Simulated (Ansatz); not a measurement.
## Band gap of CaTiN2 (Pmmn) from density functionals to GW

Wanted: a ladder of band gaps for CaTiN2 (Pmmn), from density functionals to G0W0.

Method: density functionals, hybrids and G0W0, plane waves, PAW, in Ansatz 0.2.0.

### 1. Starting point

It takes space group Pmmn (No. 59, orthorhombic). Conventional cell: a = 3.613 Å, b = 3.937 Å, c = 7.542 Å, α = 90.00°, β = 90.00°, γ = 90.00°. Nearest to Ca lie 7 N at 2.37 to 3.02 Å. Nearest to Ti lie 5 N at 1.84 to 2.03 Å. Nearest to N lie 4 Ti at 2.02 to 2.03 Å and 2 Ca at 3.02 Å. N has 1 Ti at 1.84 Å and 5 Ca at 2.37 to 2.67 Å nearest. Farther neighbours and most contacts between anions are not listed.

Geometry: measured cell, ions relaxed with r2SCAN. The runs that relaxed it are not among those shown. The default PAW set here is soft_2. Its files were made with PBE.

### 2. LDA on the 6×6×4 mesh

This step: DFT, LDA, plane waves, PAW.

Input file input.yaml:

```yaml
crystal:
  lattice:
    - [3.6131, 0.0, 0.0]
    - [0.0, 3.9365, 0.0]
    - [0.0, 0.0, 7.5421]
  atoms:
    - { symbol: Ca, position: [0.0, 0.5, 0.8496394539] }
    - { symbol: Ca, position: [0.5, 0.0, 0.1503605461] }
    - { symbol: Ti, position: [0.0, 0.5, 0.407547735] }
    - { symbol: Ti, position: [0.5, 0.0, 0.592452265] }
    - { symbol: "N", position: [0.5, 0.5, 0.5283250645] }
    - { symbol: "N", position: [0.0, 0.0, 0.4716749355] }
    - { symbol: "N", position: [0.0, 0.5, 0.1641950872] }
    - { symbol: "N", position: [0.5, 0.0, 0.8358049128] }
kpoints:
  mp_grid: { grid: [6, 6, 4] }
  band_path:
    path:
      - [0.0, 0.0, 0.0]
      - [0.5, 0.0, 0.0]
      - [0.5, 0.5, 0.0]
      - [0.0, 0.5, 0.0]
      - [0.0, 0.0, 0.5]
      - [0.5, 0.0, 0.5]
      - [0.5, 0.5, 0.5]
      - [0.0, 0.5, 0.5]
    npoints: 1
hamiltonian:
  xc: lda
scf:
  occupations: { method: fixed }
  n_extra_bands: 6
output:
  eigenvalues: true
```

The run is started by

```sh
> ansatz run input.yaml --threads 3 --pin off --max-ram 64512MiB --backend cuda --events-out ev --progress --plain --runs-dir out --devices 1 --max-vram 24GiB  # rebuilt from the run's record
```

Numbers of over 12 decimals in the logs are rounded to 6 here.

The log of the run:

```text
scf.n_extra_bands = 6 over 32 filled bands (N_el = 64.0): the run solves 38 bands
GPUs: using 1 of 1 available (devices: 1).
Engine: ansatz 0.2.0, x86_64-unknown-linux-gnu
Pseudopotentials: kind: paw
Pseudopotential: Ca, paw, valence charge 10, recommended cutoff 420 eV (normal), Ca.paw.azcp
Pseudopotential: Ti, paw, valence charge 12, recommended cutoff 420 eV (normal), Ti.paw.azcp
Pseudopotential: N, paw, valence charge 5, recommended cutoff 420 eV (normal), N.paw.azcp
Functional definition: SPW92
  exchange = slater_x
  correlation = pw_c
device memory: the entry about to start is reckoned to put 3.0 GiB on a device that reports 78.6 GiB free (of which the cap on the GPU budget leaves the run 24.0 GiB)
GPU FFT provider: cuFFT
GPU libraries: cuBLAS 13.8.2, cuFFT 12.4.0, cuSOLVER 12.3.4
Crystal: 8 atoms, lattice volume = 107.271 Å³
Basis set: ecut = 420 eV, 2097 PW (Γ)
Bands: 38, of which v1, the nominal top of the filled ones, is band 32 counted from 1 (31 counted from 0)
Symmetry: 8 space group operations
Space group: Pmmn (ITA 59), of the structure as read, at distance tolerance 4.8e-5 Å
k-points: 48 of 144
Non-local potential: Ca, projectors of the file, l = 0: 3, l = 1: 2, l = 2: 2
Non-local potential: Ti, projectors of the file, l = 0: 3, l = 1: 2, l = 2: 3, l = 3: 1
Non-local potential: N, projectors of the file, l = 0: 2, l = 1: 2, l = 2: 1
PAW form: soft (Blöchl's): semilocal exchange-correlation on the pseudo side does not see the compensation charge
PAW frozen core: Ca, regenerated for the run's functional, and the local potential with it (the file was generated under x = pbe(κ = 0.804, μ = 0.219515), c = pbe(β = 0.066725))
PAW frozen core: Ti, regenerated for the run's functional, and the local potential with it (the file was generated under x = pbe(κ = 0.804, μ = 0.219515), c = pbe(β = 0.066725))
PAW frozen core: N, regenerated for the run's functional, and the local potential with it (the file was generated under x = pbe(κ = 0.804, μ = 0.219515), c = pbe(β = 0.066725))
PAW one-centre angular grid: Ca, 110 points (default); XC on 64 Gauss nodes
PAW one-centre angular grid: Ti, 590 points (default); XC on 64 Gauss nodes
PAW one-centre angular grid: N, 110 points (default); XC on 64 Gauss nodes
Initial density: superposition of atomic densities (neutral atoms: chi_scale 0, normalization atom), corrected by the library's trained network
Initial wavefunctions: pseudopotential atomic-orbital guess
GPU buffer pool allocated for 36450 grid points (all kernels)
GPU transforms: local potential and band sums: pruned to the plane-wave sphere, on 25×27×54
Functional: x = slater, c = lda
SCF iter   1: F=—  HF=-9953.894201 eV  |F-HF|=—  |Δ(HF+E_count)|=         —  Δρ=1.26e-2  dr2=2.07e-1  ethr=1.77e-3  ⟨swp⟩=4.2  Hψ=7076  notcnv=0  defer=153
preconditioner: auto → Resta (q_TF=auto, 2.503 Å⁻¹)  ε∞=4.9  [insulator: Δε(μ)=0.475 eV  Ē_g=11.997 eV  n_scr=38 (ndim 8)  ℏωp=23.8 eV  f_vac=0.000  ε∞_Penn≈4.9]
SCF iter   2: F=—  HF=-9953.865693 eV  |F-HF|=—  |Δ(HF+E_count)|=   2.85e-2  Δρ=8.26e-3  dr2=8.33e-2  ethr=3.24e-4  ⟨swp⟩=2.3  Hψ=2999  notcnv=0  defer=183
SCF iter   3: F=—  HF=-9953.853924 eV  |F-HF|=—  |Δ(HF+E_count)|=   1.18e-2  Δρ=2.84e-3  dr2=6.82e-3  ethr=1.30e-4  ⟨swp⟩=2.8  Hψ=2460  notcnv=0  defer=182
SCF iter   4: F=—  HF=-9953.852297 eV  |F-HF|=—  |Δ(HF+E_count)|=   1.63e-3  Δρ=8.30e-4  dr2=5.24e-4  ethr=1.06e-5  ⟨swp⟩=2.1  Hψ=2381  notcnv=0  defer=191
SCF iter   5: F=—  HF=-9953.852082 eV  |F-HF|=—  |Δ(HF+E_count)|=   2.15e-4  Δρ=1.16e-4  dr2=1.54e-5  ethr=8.18e-7  ⟨swp⟩=2.2  Hψ=2237  notcnv=0  defer=116
SCF iter   6: F=—  HF=-9953.852285 eV  |F-HF|=—  |Δ(HF+E_count)|=   2.03e-4  Δρ=4.79e-5  dr2=3.04e-6  ethr=2.41e-8  ⟨swp⟩=2.0  Hψ=2590  notcnv=0  defer=99
SCF iter   7: F=—  HF=-9953.852285 eV  |F-HF|=—  |Δ(HF+E_count)|=   6.73e-8  Δρ=3.21e-5  dr2=1.22e-6  ethr=4.75e-9  ⟨swp⟩=2.0  Hψ=2496  notcnv=0  defer=99
SCF iter   8: F=-9953.852285 eV  HF=-9953.852285 eV  |F-HF|=2.66e-8  |Δ(HF+E_count)|=   1.75e-7  Δρ=6.73e-6  dr2=6.00e-8  ethr=1.56e-10  ⟨swp⟩=8.6  Hψ=7638  notcnv=0
SCF 1 converged in 8 iterations: F = -9953.852285 eV  dr2 = 6.00e-8
[...]
device memory: the entry about to start is reckoned to put 1.5 GiB on a device that reports 78.6 GiB free (of which the cap on the GPU budget leaves the run 24.0 GiB)
NSCF: frozen V_eff on 8 k-points
SCF converged after 8 iterations
Free energy (F): -9953.852285 eV
Harris-Foulkes:  -9953.852285 eV  (|F-HF|=2.66e-8)
Internal energy: -9953.852285 eV  (E = F + TS)
E sigma→0 (E₀):  -9953.852285 eV
Fermi energy:    9.621240 eV
--- Per-component energies (eV) ---
  E_band       = -555.562169
  E_kinetic    = 1623.238955
  E_local      = -4434.663325  (includes V_loc(G=0)·N_el)
  E_nonlocal   = 338.931585
  E_hartree    = 1680.037644
  E_xc         = -705.359964
  E_vxc        = -892.173216  (∫ρ·V_xc dr)
  E_paw        = -4099.457806  (= ΣΔE_a)
  E_vpaw       = -550.976263  (= ΣTr[D̂ρ^β])
  E_aug_tail   = 0.000550  (compensation charges beyond the density's cutoff)
  E_ewald      = -4358.118332
  E_core_change = 1.538408  (= ΣΔE_core)
  E_smearing   = -0.000000  (= −TS)
  E_closure    = -0.000000  (closes the sum)
  Σ components = -9953.852285   (vs F -9953.852285, Δ=0.00e0)
--- Band table (eV; the first three rows and the last of 48) ---
  k-point 0: bands = [... 28 lower, 8.3827, 8.9046, 9.5055, 9.6212, 10.2621, 11.8941, 12.5189, 12.7787, ... 2 higher]
  k-point 1: bands = [... 28 lower, 8.4533, 8.9342, 9.4805, 9.5045, 10.2640, 12.0344, 12.4405, 12.5095, ... 2 higher]
  k-point 2: bands = [... 28 lower, 8.5118, 8.9837, 9.3721, 9.4525, 10.2658, 12.2393, 12.2481, 12.5001, ... 2 higher]
  k-point 47: bands = [... 28 lower, 8.0370, 8.0370, 8.6764, 8.6764, 11.9659, 11.9659, 12.0499, 12.0499, ... 2 higher]
```

It took 2 s on 1 × NVIDIA H100 80GB HBM3 (shared by 3 runs) with 3 threads of AMD EPYC 7R13 (Zen 3), shared host; peak memory 0.96 GiB.

Numbers from this step:

```yaml
gap: 0.6409 eV
valence_top_at: Γ
conduction_bottom_at: Γ
least_direct_gap: 0.6409 eV
```

Over mesh and listed points the gap is 0.641 eV, direct, at k = Γ.

### 3. r2SCAN on the 6×6×4 mesh

Levels along a band path and on the mesh show where this functional puts the band edges.

This step: DFT, r2SCAN, plane waves, PAW.

Edit input.yaml of step 2 so:

```diff
@@ -18,15 +18,11 @@
     path:
-      - [0.0, 0.0, 0.0]
-      - [0.5, 0.0, 0.0]
-      - [0.5, 0.5, 0.0]
-      - [0.0, 0.5, 0.0]
-      - [0.0, 0.0, 0.5]
-      - [0.5, 0.0, 0.5]
-      - [0.5, 0.5, 0.5]
-      - [0.0, 0.5, 0.5]
-    npoints: 1
+      - [[0.0, 0.0, 0.0], [0.5, 0.0, 0.0], [0.5, 0.5, 0.0], [0.0, 0.5, 0.0], [0.0, 0.0, 0.0], [0.0, 0.0, 0.5], [0.5, 0.0, 0.5], [0.5, 0.5, 0.5], [0.0, 0.5, 0.5], [0.0, 0.0, 0.5]]
+      - [[0.5, 0.0, 0.0], [0.5, 0.0, 0.5]]
+      - [[0.0, 0.5, 0.0], [0.0, 0.5, 0.5]]
+      - [[0.5, 0.5, 0.0], [0.5, 0.5, 0.5]]
+    npoints: 10
 hamiltonian:
-  xc: lda
+  xc: r2scan
 scf:
-  occupations: { method: fixed }
+  occupations: { method: fermi_dirac, width: 0.02 }
   n_extra_bands: 6
@@ -34 +30,5 @@
   eigenvalues: true
+  write_density: true
+  write_potential: true
+  elf: true
+  volumetric_format: npy
```

The log of the run:

```text
[...]
GPUs: using 1 of 1 available (devices: 1).
[...]
GPU FFT provider: cuFFT
GPU libraries: cuBLAS 13.8.2, cuFFT 12.4.0, cuSOLVER 12.3.4
Crystal: 8 atoms, lattice volume = 107.271 Å³
Basis set: ecut = 500 eV, 2729 PW (Γ), exchange–correlation on 108×120×240 points (64 copies of the dense FFT grid, shifted against one another)
Bands: 38, of which v1, the nominal top of the filled ones, is band 32 counted from 1 (31 counted from 0)
Symmetry: 8 space group operations
[...]
k-points: 48 of 144
[...]
GPU buffer pool allocated for 48600 grid points (all kernels)
[...]
SCF iter   1: F=—  HF=-10204.295987 eV  |F-HF|=—  |Δ(HF+E_count)|=         —  Δρ=1.75e-2  dr2=4.29e-1  dr2_τ=4.80e-1  ethr=1.77e-3  ⟨swp⟩=9.6  Hψ=9105  notcnv=0
[...]
SCF iter   8: F=-10204.486741 eV  HF=-10204.486741 eV  |F-HF|=2.67e-8  |Δ(HF+E_count)|=   1.09e-7  Δρ=8.50e-6  dr2=9.62e-8  dr2_τ=4.85e-9  ethr=1.56e-10  ⟨swp⟩=7.8  Hψ=6503  notcnv=0
SCF 1 converged in 8 iterations: F = -10204.486741 eV  dr2 = 9.62e-8
[...]
NSCF: frozen V_eff on 124 k-points, pencils in batches of 32, up to order 168
SCF converged after 8 iterations
Free energy (F): -10204.486741 eV
[...]
Internal energy: -10204.486741 eV  (E = F + TS)
E sigma→0 (E₀):  -10204.486741 eV
Fermi energy:    10.335662 eV
[...]
--- Band table (eV; the first three rows and the last of 48) ---
  k-point 0: bands = [... 28 lower, 8.5654, 9.0878, 9.6914, 9.8113, 10.8859, 12.6399, 13.1589, 13.4756, ... 2 higher]
  k-point 1: bands = [... 28 lower, 8.6501, 9.1225, 9.6688, 9.6975, 10.8876, 12.7832, 13.0972, 13.1506, ... 2 higher]
  k-point 2: bands = [... 28 lower, 8.7125, 9.1788, 9.5648, 9.6438, 10.8893, 12.8992, 12.9958, 13.1424, ... 2 higher]
  k-point 47: bands = [... 28 lower, 8.1636, 8.1636, 8.8882, 8.8882, 12.5778, 12.5778, 12.6509, 12.6509, ... 2 higher]
```

It took 3 s on 1 × NVIDIA H100 80GB HBM3 (shared by 3 runs) with 3 threads; peak memory 1.2 GiB; 4.5 s of CPU time.

Numbers from this step:

| Quantity | Value |
| --- | --- |
| filled bands | 32 |
| gap | 1.075 eV |
| valence top at | Γ |
| conduction bottom at | Γ |
| least direct gap | 1.075 eV |

Over mesh and path the gap is 1.075 eV, direct, at k = Γ. r2SCAN against LDA: 1.075 − 0.641 = +0.434 eV. The runs also differ in plane-wave cutoff (420 eV and 500 eV), so how much of this comes from the functional alone is not known.

### 4. HSE06 on the 4×4×2 mesh

HSE06 mixes in a quarter of exact exchange at short range.

This step: DFT, HSE06, plane waves, PAW.

Input file input.yaml:

```yaml
crystal:
  lattice:
    - [3.6131, 0.0, 0.0]
    - [0.0, 3.9365, 0.0]
    - [0.0, 0.0, 7.5421]
  atoms:
    - { symbol: Ca, position: [0.0, 0.5, 0.8496394539] }
    - { symbol: Ca, position: [0.5, 0.0, 0.1503605461] }
    - { symbol: Ti, position: [0.0, 0.5, 0.407547735] }
    - { symbol: Ti, position: [0.5, 0.0, 0.592452265] }
    - { symbol: "N", position: [0.5, 0.5, 0.5283250645] }
    - { symbol: "N", position: [0.0, 0.0, 0.4716749355] }
    - { symbol: "N", position: [0.0, 0.5, 0.1641950872] }
    - { symbol: "N", position: [0.5, 0.0, 0.8358049128] }
kpoints:
  mp_grid: { grid: [4, 4, 2] }
  band_path:
    path:
      - [0.0, 0.0, 0.0]
      - [0.5, 0.0, 0.0]
      - [0.5, 0.5, 0.0]
      - [0.0, 0.5, 0.0]
      - [0.0, 0.0, 0.5]
      - [0.5, 0.0, 0.5]
      - [0.5, 0.5, 0.5]
      - [0.0, 0.5, 0.5]
    npoints: 1
hamiltonian:
  xc: hse06
scf:
  occupations: { method: fixed }
  n_extra_bands: 6
output:
  eigenvalues: true
```

The log of the run:

```text
[...]
GPUs: using 1 of 1 available (devices: 1).
[...]
davidson cushion auto → on  (no smearing: the cushion is to keep the highest requested band from converging to the state above it; pin scf.eigensolver.cushion to override)
[...]
GPU FFT provider: cuFFT
GPU libraries: cuBLAS 13.8.2, cuFFT 12.4.0, cuSOLVER 12.3.4
Crystal: 8 atoms, lattice volume = 107.271 Å³
Basis set: ecut = 420 eV, 2097 PW (Γ)
[...]
Fermi energy:    9.421135 eV
[...]
--- Band table (eV; the first three rows and the last of 18) ---
  k-point 0: bands = [... 28 lower, 8.0282, 8.5937, 9.2439, 9.4211, 11.2523, 12.9869, 13.6682, 13.8800, ... 2 higher]
  k-point 1: bands = [... 28 lower, 8.2100, 8.7104, 9.1561, 9.2028, 11.2565, 13.3123, 13.3793, 13.8563, ... 2 higher]
  k-point 2: bands = [... 28 lower, 7.7337, 8.2902, 8.3641, 8.6969, 12.5936, 13.1142, 13.3813, 13.7895, ... 2 higher]
  k-point 17: bands = [... 28 lower, 7.5240, 7.5240, 8.4395, 8.4395, 12.9074, 12.9074, 13.0565, 13.0565, ... 2 higher]
[key lines of the parts left out:]
Free energy (F): -10180.616654 eV
```

It took 9.8 s on 1 × NVIDIA H100 80GB HBM3 (shared by 3 runs) with 3 threads; peak memory 1.3 GiB; 20 s of CPU time.

Numbers from this step:

* gap: 1.831 eV
* valence top at: Γ
* conduction bottom at: Γ
* least direct gap: 1.831 eV
* exact-exchange fraction: 0.25

Over mesh and listed points the gap is 1.831 eV, direct, at k = Γ. HSE06 against LDA: 1.831 − 0.641 = +1.190 eV. The runs also differ in mesh (6×6×4 and 4×4×2), so how much of this comes from the functional alone is not known.

### 5. PBE0 on the 4×4×2 mesh

PBE0 mixes in a quarter of exact exchange at all distances.

This step: DFT, PBE0, plane waves, PAW.

Edit input.yaml of step 4 so:

```diff
@@ -28,3 +28,3 @@
 hamiltonian:
-  xc: hse06
+  xc: pbe0
 scf:
```

The log of the run:

```text
[...]
GPUs: using 1 of 1 available (devices: 1).
[...]
GPU FFT provider: cuFFT
GPU libraries: cuBLAS 13.8.2, cuFFT 12.4.0, cuSOLVER 12.3.4
Crystal: 8 atoms, lattice volume = 107.271 Å³
Basis set: ecut = 420 eV, 2097 PW (Γ)
Bands: 38, of which v1, the nominal top of the filled ones, is band 32 counted from 1 (31 counted from 0)
Symmetry: 8 space group operations
[...]
k-points: 18 of 32
[...]
Fermi energy:    9.063526 eV
[...]
--- Band table (eV; the first three rows and the last of 18) ---
  k-point 0: bands = [... 28 lower, 7.6406, 8.2099, 8.8914, 9.0635, 11.5960, 13.3396, 14.0131, 14.2639, ... 2 higher]
  k-point 1: bands = [... 28 lower, 7.8292, 8.3300, 8.7913, 8.8503, 11.6008, 13.6816, 13.7363, 14.2399, ... 2 higher]
  k-point 2: bands = [... 28 lower, 7.3399, 7.9154, 7.9758, 8.3204, 12.9663, 13.4743, 13.7524, 14.1710, ... 2 higher]
  k-point 17: bands = [... 28 lower, 7.1285, 7.1285, 8.0607, 8.0607, 13.2730, 13.2730, 13.4253, 13.4253, ... 2 higher]
[key lines of the parts left out:]
Free energy (F): -10181.822880 eV
```

It took 9.6 s on 1 × NVIDIA H100 80GB HBM3 (shared by 3 runs) with 3 threads; peak memory 1.3 GiB; 20 s of CPU time.

Numbers from this step:

| Item | Value |
| --- | --- |
| gap | 2.532 eV |
| valence top at | Γ |
| conduction bottom at | Γ |
| least direct gap | 2.532 eV |
| exact-exchange fraction | 0.25 |

Over mesh and listed points the gap is 2.532 eV, direct, at k = Γ. PBE0 against HSE06: 2.532 − 1.831 = +0.701 eV, with the same mesh, files and cutoff, and both edges at the same k points.

### 6. G0W0@r2SCAN, 4×4×2 mesh, 688 empty bands, screening to 200 eV

G0W0 replaces the xc potential by a self-energy built once from the orbitals of the start. Levels are corrected in the window of bands that the input names, at points of the mesh.

This step: G0W0 on r2SCAN, plane waves, PAW.

Edit input.yaml of step 5 so:

```diff
@@ -16,19 +16,11 @@
   mp_grid: { grid: [4, 4, 2] }
-  band_path:
-    path:
-      - [0.0, 0.0, 0.0]
-      - [0.5, 0.0, 0.0]
-      - [0.5, 0.5, 0.0]
-      - [0.0, 0.5, 0.0]
-      - [0.0, 0.0, 0.5]
-      - [0.5, 0.0, 0.5]
-      - [0.5, 0.5, 0.5]
-      - [0.0, 0.5, 0.5]
-    npoints: 1
 hamiltonian:
-  xc: pbe0
+  xc: r2scan
 scf:
   occupations: { method: fixed }
-  n_extra_bands: 6
-output:
-  eigenvalues: true
+gw:
+  n_empty_bands: 688
+  ecut_chi: 200.0
+  qp_bands: [v2, c2]
+  qp_kpoints: band_edges
+  screening: { model: contour_deformation }
```

The log of the run:

```text
GPUs: using 1 of 1 available (devices: 1).
[...]
GPU FFT provider: cuFFT
GPU libraries: cuBLAS 13.8.2, cuFFT 12.4.0, cuSOLVER 12.3.4
Crystal: 8 atoms, lattice volume = 107.271 Å³
Basis set: ecut = 500 eV, 2729 PW (Γ), exchange–correlation on 108×120×240 points (64 copies of the dense FFT grid, shifted against one another)
Bands: 40, of which v1, the nominal top of the filled ones, is band 32 counted from 1 (31 counted from 0)
[...]
1    34     12.8994   -10.5955    -5.5420   -16.7915  0.7328    13.5784    13.5534  root
[...]
17    31      8.8923   -18.8546     2.5035   -16.0304  0.7233     8.5673     8.5716  root
    17    32      8.8923   -18.8546     2.5035   -16.0304  0.7233     8.5673     8.5716  root
    17    33     12.5777   -12.0825    -5.8713   -18.4692  0.7211    13.1063    13.0931  root
    17    34     12.5777   -12.0825    -5.8713   -18.4692  0.7211    13.1063    13.0931  root
[key lines of the parts left out:]
SCF converged after 8 iterations
Free energy (F): -10204.471905 eV
Fermi energy:    9.816229 eV
```

Wall time 21 s (1 × NVIDIA H100 80GB HBM3 (shared by 3 runs) with 3 threads); peak memory 3.1 GiB.

Numbers from this step:

* bands summed: 720
* RPA ε∞ on this mesh (eigenvalues): 6.655, 9.225, 10.55
* plane waves in the screening matrix: 693
* G0W0 gap over the corrected points: 1.901 eV
* k of the valence top: 0, 0, 0
* k of the conduction bottom: 0, 0, 0
* starting gap on the mesh: 1.070 eV
* Z at the valence top: 0.7265
* Z at the conduction bottom: 0.7258
* least direct G0W0 gap over the corrected points: 1.901 eV

Over 9 of 18 irreducible mesh points the G0W0 gap is 1.901 eV, direct, at k = Γ. The r2SCAN gap of this run on the mesh is 1.070 eV. Other states bound it: the two that bound the G0W0 gap lie 1.189 eV apart in r2SCAN, so state for state the correction is 1.901 − 1.189 = +0.712 eV, while gap against gap it is 1.901 − 1.070 = +0.831 eV.

(Part 1 of 2 ends here.)

[Paths, hosts, dates, memory and timing lines, banners, echoed tables and standing remarks are left out of the program output.]

[Logs are printed without paths, hosts, clocks, repeated set-up lines and the standing remarks that a program may print on its own settings, such as how far it seeks lower states.]

[Runs of the session that timed out or met a known fault of the program may be left out.]

[Cells called generated may have been cut or substituted from an entry of the Crystallography Open Database or the Materials Project.]

[Hosts, paths, dates, database ids (printed as entryN), source tags and the programs' standing remarks are cut or masked in the printed files.]

[Where an RPA ε∞ is given, it is that of the G0W0 mesh and is not shown converged in it. Names of k-points follow the symmetry that the program found, which can be lower than the space group named. Band edges on a path are those of the sampled points; other points can move an edge, and change direct to indirect where valleys lie close.]

[Hybrid gaps are those of their k-mesh and are not shown converged in it.]
